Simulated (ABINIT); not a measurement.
# KBr (Fm-3m): G0W0 with ABINIT, start to end, part 3 of 3

How does a plane-wave GW calculation on KBr (Fm-3m) run from the first input to the gap?

ABINIT 10.8.3; LDA and many-body steps on it, plane waves. Known limits of the many-body steps: not at the basis limit; no spin-orbit coupling.

So far. Step 4 (Empty states on the mesh, 4×4×4 mesh, 103 bands): On this mesh the gap is 4.032 eV. Step 5 (Screening, 4×4×4 mesh, 95 bands, screening to 130.6 eV): Local fields lower ε∞ by 17 %.

## (6) Self-energy, 4×4×4 mesh, 95 bands, screening to 130.6 eV

The self-energy is evaluated for the states that the input lists, and the levels follow from it, in one-shot runs by the linearised quasiparticle equation.

This step: G0W0 on LDA, plane waves, norm-conserving pseudopotentials.

run.abi reads:

```
acell 3*1.0 Angstrom
rprim 
  0.000000000000 3.300000000000 3.300000000000
  3.300000000000 0.000000000000 3.300000000000
  3.300000000000 3.300000000000 0.000000000000
ntypat 2
znucl 19 35
natom 2
typat 1 2
xred 
  0.000000000000 0.000000000000 0.000000000000
  0.500000000000 0.500000000000 0.500000000000
pp_dirpath "pseudos"
pseudos "K.upf, Br.upf"
ecut 32
ngkpt 4 4 4
nshiftk 1
shiftk 0 0 0
kptopt 1
chksymbreak 0
istwfk *1
occopt 1
irdwfk 1
optdriver 4
nband 95
gwcalctyp 0
ecutsigx 32
symsigma 1
nkptgw 1
kptgw 
  0.0000000000 0.0000000000 0.0000000000
bdgw 
  6 12
ecuteps 4.8
irdscr 1
ppmodel 1
indata_prefix "in"
outdata_prefix "out"
tmpdata_prefix "tmp"
```

Command:

```sh
$ OMP_NUM_THREADS=1 mpirun -n 4 abinit run.abi > log
```

Numbers of over 12 decimals in the logs are rounded to 6 here.

Output:

```text
.Version 10.8.3 of ABINIT. v10.8.2 released Aug 2026.

 Symmetries : space group Fm -3 m (#225); Bravais cF (face-center cubic)
[... echo of the input left out ...]
== DATASET  1 ==================================================================
-   mpi_nproc: 4, omp_nthreads: 1 (-1 if OMP is not activated)

--- !DatasetInfo
iteration_state: {dtset: 1, }
dimensions: {natom: 2, nkpt: 8, mband: 95, nsppol: 1, nspinor: 1, nspden: 1, mpw: 4279, }
cutoff_energies: {ecut:  32.0, pawecutdg:  -1.0, }
electrons: {nelect:   1.60000000E+01, charge:   0.00000000E+00, occopt:   1.00000000E+00, tsmear:   1.00000000E-02, }

 SIGMA: Calculation of the GW corrections

 Based on a program developped by R.W. Godby, V. Olevano, G. Onida, and L. Reining.
 Incorporated in ABINIT by V. Olevano, G.-M. Rignanese, and M. Torrent.
.Using double precision arithmetic ; gwpc =  8

[... cell and pseudopotentials left out ...]
--------------------------------------------------------------------------------

 ==== K-mesh for the wavefunctions ====
 Number of points in the irreducible wedge :     8
[... list of points left out ...]
 Together with 48 symmetry operations and time-reversal symmetry
 yields    64 points in the full Brillouin Zone.

 ==== Q-mesh for screening function ====
 Number of points in the irreducible wedge :     8
[... list of points left out ...]
 Together with 48 symmetry operations and time-reversal symmetry
 yields    64 points in the full Brillouin Zone.

 vcoul_init : cutoff-mode = AUXILIARY_FUNCTION
 q-points for optical limit:   1
     1)      0.000010    0.000020    0.000030
 setmesh: FFT mesh size selected  =    45x   45x   45
          total number of points  =        91125

 Number of electrons calculated from density =   16.0000; Expected =   16.0000
 average of density, n =  0.032988
 r_s =    1.9343
 omega_plasma =   17.5199 [eV]

 === KS Band Gaps ===
  >>>> For spin  1
   Minimum direct gap =   4.0319 [eV], located at k-point      :   0.0000  0.0000  0.0000
   Fundamental gap    =   4.0319 [eV], Top of valence bands at :   0.0000  0.0000  0.0000
                                       Bottom of conduction at :   0.0000  0.0000  0.0000
 SIGMA fundamental parameters:
 PLASMON POLE MODEL  1
 number of plane-waves for SigmaX                 4279
 number of plane-waves for SigmaC and W            259
 number of plane-waves for wavefunctions          4279
 number of bands                                    95
 number of independent spin polarizations            1
 number of spinorial components                      1
 number of k-points in IBZ                           8
 number of q-points in IBZ                           8
 number of symmetry operations                      48
 number of k-points in BZ                           64
 number of q-points in BZ                           64
 number of frequencies for dSigma/dE                 9
 frequency step for dSigma/dE [eV]                0.25
 number of omega for Sigma on real axis              0
 max omega for Sigma on real axis  [eV]           0.00
 zcut for avoiding poles [eV]                     0.10

 EPSILON^-1 parameters (SCR file):
 dimension of the eps^-1 matrix on file            259
 dimension of the eps^-1 matrix used               259
 number of plane-waves for wavefunctions          4279
 number of bands                                    95
 number of q-points in IBZ                           8
 number of frequencies                               2
 number of real frequencies                          1
 number of imag frequencies                          1

 matrix elements of self-energy operator (all in [eV])

 Perturbative Calculation

--- !SelfEnergy_ee
iteration_state: {dtset: 1, }
kpoint     : [   0.000,    0.000,    0.000, ]
spin       : 1
KS_gap     :    4.032
QP_gap     :    6.782
Delta_QP_KS:    2.751
data: !SigmaeeData |
     Band     E0 <VxcDFT>   SigX SigC(E0)      Z dSigC/dE  Sig(E)    E-E0       E
        6  -0.201 -12.640 -16.505   1.841   0.810  -0.235 -14.279  -1.639  -1.840
        7  -0.201 -12.640 -16.505   1.841   0.810  -0.235 -14.279  -1.639  -1.840
        8  -0.201 -12.640 -16.505   1.841   0.810  -0.235 -14.279  -1.639  -1.840
        9   3.831  -7.272  -3.194  -2.786   0.861  -0.162  -6.160   1.112   4.942
       10   7.158  -8.721  -3.699  -2.974   0.855  -0.170  -6.970   1.751   8.909
       11   7.158  -8.721  -3.699  -2.974   0.855  -0.170  -6.970   1.751   8.909
       12   7.158  -8.721  -3.699  -2.974   0.855  -0.170  -6.970   1.751   8.909

== END DATASET(S) ==============================================================
================================================================================

 -outvars: echo values of variables after computation  --------
           etotal      0.0000000000E+00
            nband          95
             nkpt           8
          spgroup         225
 [... the other variables as echoed above ...]

 Calculation completed.
```

Run time: 7.3 s. Hardware: 4 MPI ranks of Arm Neoverse V1, shared host; peak memory 0.88 GiB.

This step gave:

```yaml
g0w0_gap_on_the_points_computed: 6.782 eV
starting_gap_on_the_mesh: 4.032 eV
k_of_the_valence_top: 0, 0, 0
k_of_the_conduction_bottom: 0, 0, 0
z_at_the_valence_top: 0.81
z_at_the_conduction_bottom: 0.861
least_direct_g0w0_gap_on_the_computed_points: 6.782 eV
```

The gap on the mesh goes from 4.03 eV to 6.78 eV, a correction of +2.75 eV.

Limits: finite bands, cutoff and mesh; no spin-orbit coupling. v1 is the top filled band, c1 the lowest empty one. Levels before and after the correction, in eV, zero at the valence-band top of each column:

```tsv
	conduction bottom	valence top
Kohn-Sham	4.03	0.00
G0W0	6.78	0.00
```

```tsv
	level	energy (eV)
Kohn-Sham	Γ v3-v1	0.000
Kohn-Sham	Γ c1	4.032
Kohn-Sham	Γ c2-c4	7.359
G0W0	Γ v3-v1	0.000
G0W0	Γ c1	6.782
G0W0	Γ c2-c4	10.749
```

## (7) Where the time went

Times are wall times on 4 MPI ranks of Arm Neoverse V1, shared host, good to a factor of about two.

```tsv
step	time	share	memory (GiB)
ground state	9.2 s	10 %	0.33
bands along the symmetry lines	21 s	23 %	0.31
empty states on the mesh	31 s	35 %	0.33
screening	22 s	24 %	0.93
self-energy	7.3 s	8 %	0.88
```

## (8) What came out

```
LDA gap              : 4.03 eV, direct
G0W0 gap on the mesh : 6.78 eV
GW settings          : 4×4×4 mesh, 95 bands, screening to 130.6 eV, Godby-Needs plasmon pole
known limits         : not at the basis limit; no spin-orbit coupling
```

**Reading.** G0W0 moves the gap on the mesh from 4.03 eV to 6.78 eV (+2.75 eV), with Z of 0.81 and 0.86 at the edges. Local fields lower the RPA ε∞ on this mesh from 2.99 to 2.50. Only 1 of the mesh's irreducible points was corrected, so a valley elsewhere could overtake. Bands and cutoff are finite, so the gap is not at the basis limit. The miss can reach some tenths of an eV and take either sign; the mesh is an error of its own. In the G0W0 run levels were corrected at 1 k point alone, so a gap called «on the mesh» is the least over those, and an edge elsewhere would be missed. The many-body steps are scalar-relativistic: spin-orbit coupling is not in them.

[Paths, hosts, dates, memory and timing lines, banners, echoed tables and standing remarks are left out of the program output.]

[Logs are printed without paths, hosts, clocks, repeated set-up lines and the standing remarks that a program may print on its own settings, such as how far it seeks lower states.]

[Runs of the session that timed out or met a known fault of the program may be left out.]

[Hosts, paths, dates, database ids (printed as entryN), source tags and the programs' standing remarks are cut or masked in the printed files.]

[G0W0 gaps are taken among the corrected bands and points alone; a level outside them can change the order at an edge.]

[Where Ansatz stands beside ABINIT at settings called matched, ABINIT's density can come from a denser mesh and the files from another edition; pairs whose starting gaps differed by over 0.03 eV were left out, so agreement reads better than it is.]
